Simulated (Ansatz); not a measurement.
# linear Os chain under tension and compression, part 2 of 3

Does stretching change the magnetism or the channel count of the linear Os chain?

Ansatz 0.2.0; DFT PBE, plane waves, PAW; relaxation of a chain's period (the session's first sound run).

So far. Step 2 (The relaxed wire): The cell's length comes to 2.243 Å with no moment. That is -16 % against the start, more than a small adjustment.

## 3. The chain at a fixed length, period over the relaxed period 0.88, k-mesh 1×1×41

This step: DFT PBE, plane waves, PAW; channels and complex bands of a perfect chain (Ansatz 0.2.0).

The period is set to 0.88 times the relaxed one: shorter bonds widen the bands.

The cell differs from the one that the last finished run ended in (c 2.243 → 1.974 Å).

input.yaml

```yaml
crystal:
  lattice:
    - [7.5, 0.0, 0.0]
    - [0.0, 7.5, 0.0]
    - [0.0, 0.0, 1.9739961815]
  atoms:
    - { symbol: Os, position: [0.5, 0.5, 0.0], spin: 1.5 }
magnetization:
  spin_polarized: true
kpoints:
  mp_grid: { grid: [1, 1, 41] }
scf:
  occupations: { method: fermi_dirac, width: 0.05 }
hamiltonian:
  xc: pbe
output:
  transmission:
    e_range: [-2, 2]
    de: 0.035
    kmesh: [1, 1]
    reduced_basis: true
    leads: [[0, 0]]
  stress: true
```

The run is started by

```console
$ ansatz run input.yaml --threads 4 --pin off --max-ram 8192MiB --backend cpu --events-out ev --progress --plain --runs-dir out
```

Numbers of over 12 decimals in the logs are rounded to 6 here.

The log of the run:

```text
[...]
Crystal: 1 atoms, lattice volume = 111.037 Å³
Basis set: ecut = 420 eV, 2159 PW (Γ)
Bands: 13, of which v1, the nominal top of the filled ones, is band 8 counted from 1 (7 counted from 0)
Symmetry: 16 space group operations
[...]
k-points: 21 of 41
[...]
Starting moments: Σ|m| = 1.5 μB on 1 of 1 site
[...]
SCF iter  12: F=-11378.125157 eV  HF=-11378.125157 eV  |F-HF|=1.82e-12  |Δ(HF+E_count)|=  1.46e-11  Δρ=1.22e-8 (↑1.14e-8 ↓1.22e-8)  dr2=2.90e-13  dr2_m=3.22e-14  M=-0.000 μB ∫|m|=0.000 μB  ethr=1.00e-12  ⟨swp⟩=1.9  Hψ=1401  notcnv=0
SCF 1 converged in 12 iterations: F = -11378.125157 eV  dr2 = 2.90e-13
[...]
transmission: 6 of 36 steps passed
transmission: 9 of 36 steps passed
[...]
transmission: 36 of 36 steps passed
SCF converged after 12 iterations
Magnetization: -0.0000 μB (8.0000 up, 8.0000 down)
Absolute magnetization: 0.0000 μB (∫|ρ↑−ρ↓|, with the PAW one-centre terms)
[...]
Per-site moments (μB) at R_I (Å): [(-1.3276868147341298e-7, 0.814273)]
Free energy (F): -11378.125157 eV
[...]
Internal energy: -11378.111637 eV  (E = F + TS)
E sigma→0 (E₀):  -11378.118397 eV
Entropy (-TS):   -0.013520 eV (-13.520 meV/atom)
Fermi energy:    -0.922599 eV
[...]
--- Stress (GPa, compression-positive) ---
       -0.137178       0.000000       0.000000
        0.000000      -0.137178       0.000000
        0.000000       0.000000      37.878942
  P = ⅓ Tr σ = 12.5349 GPa (125.349 kbar)
--- Band table (eV; the first three rows and the last of 42) ---
  k-point 0 ↑: bands = [... 4 lower, -10.2377, -4.5940, -3.7341, -3.7270, 1.0871, 1.0871, 3.3064, 4.6833, ... 1 higher]
  k-point 1 ↑: bands = [... 4 lower, -10.1283, -4.5711, -3.7183, -3.7113, 1.0595, 1.0595, 3.3293, 4.7053, ... 1 higher]
  k-point 2 ↑: bands = [... 4 lower, -9.8037, -4.5025, -3.6712, -3.6642, 0.9646, 0.9646, 3.3981, 4.5368, ... 1 higher]
  k-point 20 ↓: bands = [... 4 lower, -8.2473, -8.2473, -0.2041, -0.2034, 1.5432, 6.3587, 10.6742, 10.6742, ... 1 higher]
--- Transmission ---
  basis      : 497 plane waves across, 3 finite elements along
  points     : 1, standing for a mesh of 1 x 1
  filling    : by the input's occupations and mesh, since the crystals that have channels conduct as metals do. If one of these is a semiconductor, that mesh has misplaced its level
  energies   : 115 from -2.000000 to 1.990000 eV about the Fermi level, 0.035000 eV apart; the leads are filled to 0.000000 eV, and channels, transmission and decay are at -0.005000 eV
  crystal 0  : Os1, at the sites [0, 0], period 1.9740 Å: whole cells are its period
    offset         : up to 0.0000 Å between an atom of the period and one for which it stands
    filled         : 51.8 meV over the level at which it is neutral
    channels       : 6.000000e0 up, 6.000000e0 down
    conductance    : 8.2646e14 S/m² at 300 K; may be off by some 0.0 % by where its bands' edges are placed, 0.0 % from the distance to neutral
```

Run time: 23 s. Hardware: 4 threads of Arm Neoverse V2, shared host; peak memory 0.45 GiB.

Reading the cycles: dr2 is the Hartree energy of the density residual (eV), the measure of convergence; HF is the Harris–Foulkes estimate of the energy, which meets the free energy F at convergence.

This step gave:

```yaml
energy_at_zero_smearing: -11378.1184 eV
channels_at_the_energy_nearest_the_fermi_level_spin_up: 6
channels_at_the_energy_nearest_the_fermi_level_spin_down: 6
conductance_of_the_lead_as_this_run_defines_it: 6.000 G₀
band_gap: 0 eV
```

The open channels of the lead by energy, zero at the Fermi level:

| energy (eV) | spin up | spin down |
| --- | --- | --- |
| -2.000 | 6 | 6 |
| -1.895 | 6 | 6 |
| -1.790 | 6 | 6 |
| -1.685 | 6 | 6 |
| -1.615 | 6 | 6 |
| -1.510 | 6 | 6 |
| -1.405 | 6 | 6 |
| -1.300 | 6 | 6 |
| -1.195 | 6 | 6 |
| -1.090 | 6 | 6 |
| -0.985 | 6 | 6 |
| -0.915 | 6 | 6 |
| -0.810 | 6 | 6 |
| -0.705 | 6 | 6 |
| -0.600 | 6 | 6 |
| -0.495 | 6 | 6 |
| -0.390 | 6 | 6 |
| -0.285 | 6 | 6 |
| -0.215 | 6 | 6 |
| -0.110 | 6 | 6 |
| -0.005 | 6 | 6 |
| 0.100 | 6 | 6 |
| 0.205 | 6 | 6 |
| 0.310 | 6 | 6 |
| 0.415 | 6 | 6 |
| 0.485 | 6 | 6 |
| 0.590 | 6 | 6 |
| 0.695 | 6 | 6 |
| 0.800 | 4 | 4 |
| 0.905 | 4 | 4 |
| 1.010 | 4 | 4 |
| 1.115 | 4 | 4 |
| 1.185 | 4 | 4 |
| 1.290 | 4 | 4 |
| 1.395 | 4 | 4 |
| 1.500 | 4 | 4 |
| 1.605 | 4 | 4 |
| 1.710 | 4 | 4 |
| 1.815 | 4 | 4 |
| 1.885 | 4 | 4 |

At the computed energy nearest the Fermi level there are 6 spin-up and 6 spin-down channels, and the thermal average gives 6.00 G₀.

## 4. The chain at a fixed length, period over the relaxed period 0.92, k-mesh 1×1×39

The period is set to 0.92 times the relaxed one: shorter bonds widen the bands.

The cell differs from the one that the last finished run ended in (c 1.974 → 2.064 Å).

input.yaml, as its differences from that of step 3:

```diff
@@ -4,3 +4,3 @@
     - [0.0, 7.5, 0.0]
-    - [0.0, 0.0, 1.9739961815]
+    - [0.0, 0.0, 2.0637232806]
   atoms:
@@ -10,3 +10,3 @@
 kpoints:
-  mp_grid: { grid: [1, 1, 41] }
+  mp_grid: { grid: [1, 1, 39] }
 scf:
```

The log of the run:

```text
[...]
Crystal: 1 atoms, lattice volume = 116.084 Å³
Basis set: ecut = 420 eV, 2279 PW (Γ)
Bands: 13, of which v1, the nominal top of the filled ones, is band 8 counted from 1 (7 counted from 0)
Symmetry: 16 space group operations
[...]
k-points: 20 of 39
[...]
Starting moments: Σ|m| = 1.5 μB on 1 of 1 site
[...]
--- Transmission ---
  basis      : 497 plane waves across, 3 finite elements along
  points     : 1, standing for a mesh of 1 x 1
[...]
crystal 0  : Os1, at the sites [0, 0], period 2.0637 Å: whole cells are its period
[...]
filled         : 10.7 meV over the level at which it is neutral
    channels       : 6.000000e0 up, 6.000000e0 down
[...]
[key lines of the parts left out:]
SCF converged after 12 iterations
Magnetization: -0.0000 μB (8.0000 up, 8.0000 down)
Free energy (F): -11379.027078 eV
Fermi energy:    -1.341801 eV
P = ⅓ Tr σ = 6.8482 GPa (68.482 kbar)
```

Wall time 21 s (4 threads); peak memory 0.44 GiB.

At the computed energy nearest the Fermi level there are 6 spin-up and 6 spin-down channels, and the thermal average gives 6.00 G₀.

## 5. At a set period, period over the relaxed period 0.96, k-mesh 1×1×38

The period is set to 0.96 times the relaxed one: shorter bonds widen the bands.

The cell differs from the one that the last finished run ended in (c 2.064 → 2.153 Å).

input.yaml, as its differences from that of step 4:

```diff
@@ -4,3 +4,3 @@
     - [0.0, 7.5, 0.0]
-    - [0.0, 0.0, 2.0637232806]
+    - [0.0, 0.0, 2.1534503798]
   atoms:
@@ -10,3 +10,3 @@
 kpoints:
-  mp_grid: { grid: [1, 1, 39] }
+  mp_grid: { grid: [1, 1, 38] }
 scf:
```

The log of the run:

```text
[...]
Crystal: 1 atoms, lattice volume = 121.132 Å³
Basis set: ecut = 420 eV, 2351 PW (Γ)
Bands: 13, of which v1, the nominal top of the filled ones, is band 8 counted from 1 (7 counted from 0)
Symmetry: 16 space group operations
[...]
k-points: 20 of 38
[...]
Starting moments: Σ|m| = 1.5 μB on 1 of 1 site
[...]
--- Transmission ---
  basis      : 497 plane waves across, 3 finite elements along
  points     : 1, standing for a mesh of 1 x 1
[...]
crystal 0  : Os1, at the sites [0, 0], period 2.1535 Å: whole cells are its period
[...]
filled         : 2.2 meV under the level at which it is neutral
    channels       : 6.000000e0 up, 6.000000e0 down
[...]
[key lines of the parts left out:]
SCF converged after 11 iterations
Magnetization: -0.0000 μB (8.0000 up, 8.0000 down)
Free energy (F): -11379.475377 eV
Fermi energy:    -1.658055 eV
P = ⅓ Tr σ = 2.7793 GPa (27.793 kbar)
```

The job ended after 19 s (4 threads; peak memory 0.44 GiB; 61 s of CPU time).

At the computed energy nearest the Fermi level there are 6 spin-up and 6 spin-down channels, and the thermal average gives 6.00 G₀.

## 6. At a set period, period over the relaxed period 1, k-mesh 1×1×36

The period is set to 1.0 times the relaxed one, as the point of reference.

input.yaml, as its differences from that of step 5:

```diff
@@ -4,3 +4,3 @@
     - [0.0, 7.5, 0.0]
-    - [0.0, 0.0, 2.1534503798]
+    - [0.0, 0.0, 2.243177479]
   atoms:
@@ -10,3 +10,3 @@
 kpoints:
-  mp_grid: { grid: [1, 1, 38] }
+  mp_grid: { grid: [1, 1, 36] }
 scf:
```

The log of the run:

```text
[...]
Crystal: 1 atoms, lattice volume = 126.179 Å³
Basis set: ecut = 420 eV, 2463 PW (Γ)
Bands: 13, of which v1, the nominal top of the filled ones, is band 8 counted from 1 (7 counted from 0)
Symmetry: 16 space group operations
[...]
k-points: 19 of 36
[...]
Starting moments: Σ|m| = 1.5 μB on 1 of 1 site
[...]
--- Transmission ---
  basis      : 497 plane waves across, 3 finite elements along
  points     : 1, standing for a mesh of 1 x 1
[...]
crystal 0  : Os1, at the sites [0, 0], period 2.2432 Å: whole cells are its period
[...]
filled         : 28.6 meV under the level at which it is neutral
    channels       : 6.000000e0 up, 6.000000e0 down
[...]
[key lines of the parts left out:]
SCF converged after 13 iterations
Magnetization: 0.0000 μB (8.0000 up, 8.0000 down)
Free energy (F): -11379.592743 eV
Fermi energy:    -1.927837 eV
P = ⅓ Tr σ = 0.0504 GPa (0.504 kbar)
```

It took 19 s on 4 threads; peak memory 0.43 GiB; 60 s of CPU time.

At the computed energy nearest the Fermi level there are 6 spin-up and 6 spin-down channels, and the thermal average gives 6.00 G₀.

## 7. At a set period, period over the relaxed period 1.04, k-mesh 1×1×35

The period is set to 1.04 times the relaxed one: longer bonds narrow the bands.

The cell differs from the one that the last finished run ended in (c 2.243 → 2.333 Å).

input.yaml, as its differences from that of step 6:

```diff
@@ -4,3 +4,3 @@
     - [0.0, 7.5, 0.0]
-    - [0.0, 0.0, 2.243177479]
+    - [0.0, 0.0, 2.3329045781]
   atoms:
@@ -10,3 +10,3 @@
 kpoints:
-  mp_grid: { grid: [1, 1, 36] }
+  mp_grid: { grid: [1, 1, 35] }
 scf:
```

The log of the run:

```text
[...]
Crystal: 1 atoms, lattice volume = 131.226 Å³
Basis set: ecut = 420 eV, 2535 PW (Γ)
Bands: 13, of which v1, the nominal top of the filled ones, is band 8 counted from 1 (7 counted from 0)
Symmetry: 16 space group operations
[...]
k-points: 18 of 35
[...]
Starting moments: Σ|m| = 1.5 μB on 1 of 1 site
[...]
--- Transmission ---
  basis      : 497 plane waves across, 3 finite elements along
  points     : 1, standing for a mesh of 1 x 1
[...]
crystal 0  : Os1, at the sites [0, 0], period 2.3329 Å: whole cells are its period
[...]
filled         : 16.2 meV over the level at which it is neutral
    channels       : 4.000000e0 up, 6.000000e0 down
[...]
[key lines of the parts left out:]
SCF converged after 15 iterations
Magnetization: 1.4311 μB (8.7155 up, 7.2845 down)
Free energy (F): -11379.536803 eV
Fermi energy:    -2.033405 eV
P = ⅓ Tr σ = -1.0075 GPa (-10.075 kbar)
```

Elapsed: 21 s, on 4 threads; peak memory 0.48 GiB.

At the computed energy nearest the Fermi level there are 4 spin-up and 6 spin-down channels, and the thermal average gives 5.00 G₀. The change of length costs 0.052 eV a cell and leaves an absolute moment of 1.43 μB a cell.

For the conductance of the lead as this run defines it, step 3 gave 6.00 G₀; this run, with period over the relaxed period 1.04 and k-mesh 1×1×35, gives 5.00 G₀ (-17 %).

## 8. At a set period, period over the relaxed period 1.08, k-mesh 1×1×34

The period is set to 1.08 times the relaxed one: longer bonds narrow the bands.

The cell differs from the one that the last finished run ended in (c 2.333 → 2.423 Å).

input.yaml, as its differences from that of step 7:

```diff
@@ -4,3 +4,3 @@
     - [0.0, 7.5, 0.0]
-    - [0.0, 0.0, 2.3329045781]
+    - [0.0, 0.0, 2.4226316773]
   atoms:
@@ -10,3 +10,3 @@
 kpoints:
-  mp_grid: { grid: [1, 1, 35] }
+  mp_grid: { grid: [1, 1, 34] }
 scf:
```

The log of the run:

```text
[...]
Crystal: 1 atoms, lattice volume = 136.273 Å³
Basis set: ecut = 420 eV, 2633 PW (Γ)
Bands: 13, of which v1, the nominal top of the filled ones, is band 8 counted from 1 (7 counted from 0)
Symmetry: 16 space group operations
[...]
k-points: 18 of 34
[...]
Starting moments: Σ|m| = 1.5 μB on 1 of 1 site
[...]
--- Transmission ---
  basis      : 497 plane waves across, 3 finite elements along
  points     : 1, standing for a mesh of 1 x 1
[...]
crystal 0  : Os1, at the sites [0, 0], period 2.4226 Å: whole cells are its period
[...]
filled         : 6.1 meV under the level at which it is neutral
    channels       : 4.000000e0 up, 6.000000e0 down
[...]
[key lines of the parts left out:]
SCF converged after 10 iterations
Magnetization: 1.7371 μB (8.8686 up, 7.1314 down)
Free energy (F): -11379.387168 eV
Fermi energy:    -2.149361 eV
P = ⅓ Tr σ = -2.0385 GPa (-20.385 kbar)
```

It took 18 s on 4 threads; peak memory 0.41 GiB; 56 s of CPU time.

At the computed energy nearest the Fermi level there are 4 spin-up and 6 spin-down channels, and the thermal average gives 5.00 G₀. The change of length costs 0.204 eV a cell and leaves an absolute moment of 1.74 μB a cell.

Between step 3 and this run (period over the relaxed period 1.08 and k-mesh 1×1×34) the value for the conductance of the lead as this run defines it moves from 6.00 G₀ to 5.00 G₀ (-17 %).

## 9. The chain at a fixed length, period over the relaxed period 1.13, k-mesh 1×1×32

The period is set to 1.13 times the relaxed one: longer bonds narrow the bands.

The cell differs from the one that the last finished run ended in (c 2.423 → 2.535 Å).

input.yaml, as its differences from that of step 8:

```diff
@@ -4,3 +4,3 @@
     - [0.0, 7.5, 0.0]
-    - [0.0, 0.0, 2.4226316773]
+    - [0.0, 0.0, 2.5347905512]
   atoms:
@@ -10,3 +10,3 @@
 kpoints:
-  mp_grid: { grid: [1, 1, 34] }
+  mp_grid: { grid: [1, 1, 32] }
 scf:
```

The log of the run:

```text
[...]
Crystal: 1 atoms, lattice volume = 142.582 Å³
Basis set: ecut = 420 eV, 2793 PW (Γ)
Bands: 13, of which v1, the nominal top of the filled ones, is band 8 counted from 1 (7 counted from 0)
Symmetry: 16 space group operations
[...]
k-points: 17 of 32
[...]
Starting moments: Σ|m| = 1.5 μB on 1 of 1 site
[...]
--- Transmission ---
  basis      : 497 plane waves across, 4 finite elements along
  points     : 1, standing for a mesh of 1 x 1
[...]
crystal 0  : Os1, at the sites [0, 0], period 2.5348 Å: whole cells are its period
[...]
filled         : 11.7 meV over the level at which it is neutral
    channels       : 3.000000e0 up, 6.000000e0 down
[...]
[key lines of the parts left out:]
SCF converged after 12 iterations
Magnetization: 2.3205 μB (9.1603 up, 6.8397 down)
Free energy (F): -11379.127446 eV
Fermi energy:    -2.171807 eV
P = ⅓ Tr σ = -2.4391 GPa (-24.391 kbar)
```

Wall time 26 s (4 threads); peak memory 0.47 GiB; 82 s of CPU time.

At the computed energy nearest the Fermi level there are 3 spin-up and 6 spin-down channels, and the thermal average gives 4.50 G₀. The change of length costs 0.467 eV a cell and leaves an absolute moment of 2.32 μB a cell.

For the conductance of the lead as this run defines it, step 3 gave 6.00 G₀; this run, with period over the relaxed period 1.13 and k-mesh 1×1×32, gives 4.50 G₀ (-25 %).

## 10. The chain at a fixed length, period over the relaxed period 1.2, k-mesh 1×1×30

The period is set to 1.2 times the relaxed one: longer bonds narrow the bands.

The cell differs from the one that the last finished run ended in (c 2.535 → 2.692 Å).

input.yaml, as its differences from that of step 9:

```diff
@@ -4,3 +4,3 @@
     - [0.0, 7.5, 0.0]
-    - [0.0, 0.0, 2.5347905512]
+    - [0.0, 0.0, 2.6918129748]
   atoms:
@@ -10,3 +10,3 @@
 kpoints:
-  mp_grid: { grid: [1, 1, 32] }
+  mp_grid: { grid: [1, 1, 30] }
 scf:
```

The log of the run:

```text
[...]
Crystal: 1 atoms, lattice volume = 151.414 Å³
Basis set: ecut = 420 eV, 3017 PW (Γ)
Bands: 13, of which v1, the nominal top of the filled ones, is band 8 counted from 1 (7 counted from 0)
Symmetry: 16 space group operations
[...]
k-points: 16 of 30
[...]
Starting moments: Σ|m| = 1.5 μB on 1 of 1 site
[...]
--- Transmission ---
  basis      : 497 plane waves across, 4 finite elements along
  points     : 1, standing for a mesh of 1 x 1
[...]
crystal 0  : Os1, at the sites [0, 0], period 2.6918 Å: whole cells are its period
[...]
filled         : 15.9 meV under the level at which it is neutral
    channels       : 3.000000e0 up, 5.000000e0 down
[...]
[key lines of the parts left out:]
SCF converged after 13 iterations
Magnetization: 2.6880 μB (9.3440 up, 6.6560 down)
Free energy (F): -11378.699728 eV
Fermi energy:    -2.160407 eV
P = ⅓ Tr σ = -2.7509 GPa (-27.509 kbar)
```

Elapsed: 34 s, on 4 threads; peak memory 0.47 GiB.

At the computed energy nearest the Fermi level there are 3 spin-up and 5 spin-down channels, and the thermal average gives 4.01 G₀. The change of length costs 0.893 eV a cell and leaves an absolute moment of 2.69 μB a cell.

Between step 3 and this run (period over the relaxed period 1.2 and k-mesh 1×1×30) the value for the conductance of the lead as this run defines it moves from 6.00 G₀ to 4.01 G₀ (-33 %).

## 11. At a set period, period over the relaxed period 1.3, k-mesh 1×1×28

The period is set to 1.3 times the relaxed one: longer bonds narrow the bands.

The cell differs from the one that the last finished run ended in (c 2.692 → 2.916 Å).

input.yaml, as its differences from that of step 10:

```diff
@@ -4,3 +4,3 @@
     - [0.0, 7.5, 0.0]
-    - [0.0, 0.0, 2.6918129748]
+    - [0.0, 0.0, 2.9161307226]
   atoms:
@@ -10,3 +10,3 @@
 kpoints:
-  mp_grid: { grid: [1, 1, 30] }
+  mp_grid: { grid: [1, 1, 28] }
 scf:
```

The log of the run:

```text
[...]
Crystal: 1 atoms, lattice volume = 164.032 Å³
Basis set: ecut = 420 eV, 3225 PW (Γ)
Bands: 13, of which v1, the nominal top of the filled ones, is band 8 counted from 1 (7 counted from 0)
Symmetry: 16 space group operations
[...]
k-points: 15 of 28
[...]
Starting moments: Σ|m| = 1.5 μB on 1 of 1 site
[...]
--- Transmission ---
  basis      : 497 plane waves across, 4 finite elements along
  points     : 1, standing for a mesh of 1 x 1
[...]
crystal 0  : Os1, at the sites [0, 0], period 2.9161 Å: whole cells are its period
[...]
filled         : 16.8 meV under the level at which it is neutral
    channels       : 1.000000e0 up, 4.000000e0 down
[...]
[key lines of the parts left out:]
SCF converged after 10 iterations
Magnetization: 3.4483 μB (9.7241 up, 6.2759 down)
Free energy (F): -11378.155143 eV
Fermi energy:    -2.022791 eV
P = ⅓ Tr σ = -2.2157 GPa (-22.157 kbar)
```

Run time: 17 s. Hardware: 4 threads; peak memory 0.4 GiB; 51 s of CPU time.

At the computed energy nearest the Fermi level there are 1 spin-up and 4 spin-down channels, and the thermal average gives 2.78 G₀. The change of length costs 1.439 eV a cell and leaves an absolute moment of 3.45 μB a cell.

For the conductance of the lead as this run defines it, step 3 gave 6.00 G₀; this run, with period over the relaxed period 1.3 and k-mesh 1×1×28, gives 2.78 G₀ (-54 %).

(Continued in part 3 of 3.)

[Logs are printed without paths, hosts, clocks, repeated set-up lines and the standing remarks that a program may print on its own settings, such as how far it seeks lower states.]

[Hosts, paths, dates, database ids (printed as entryN), source tags and the programs' standing remarks are cut or masked in the printed files.]
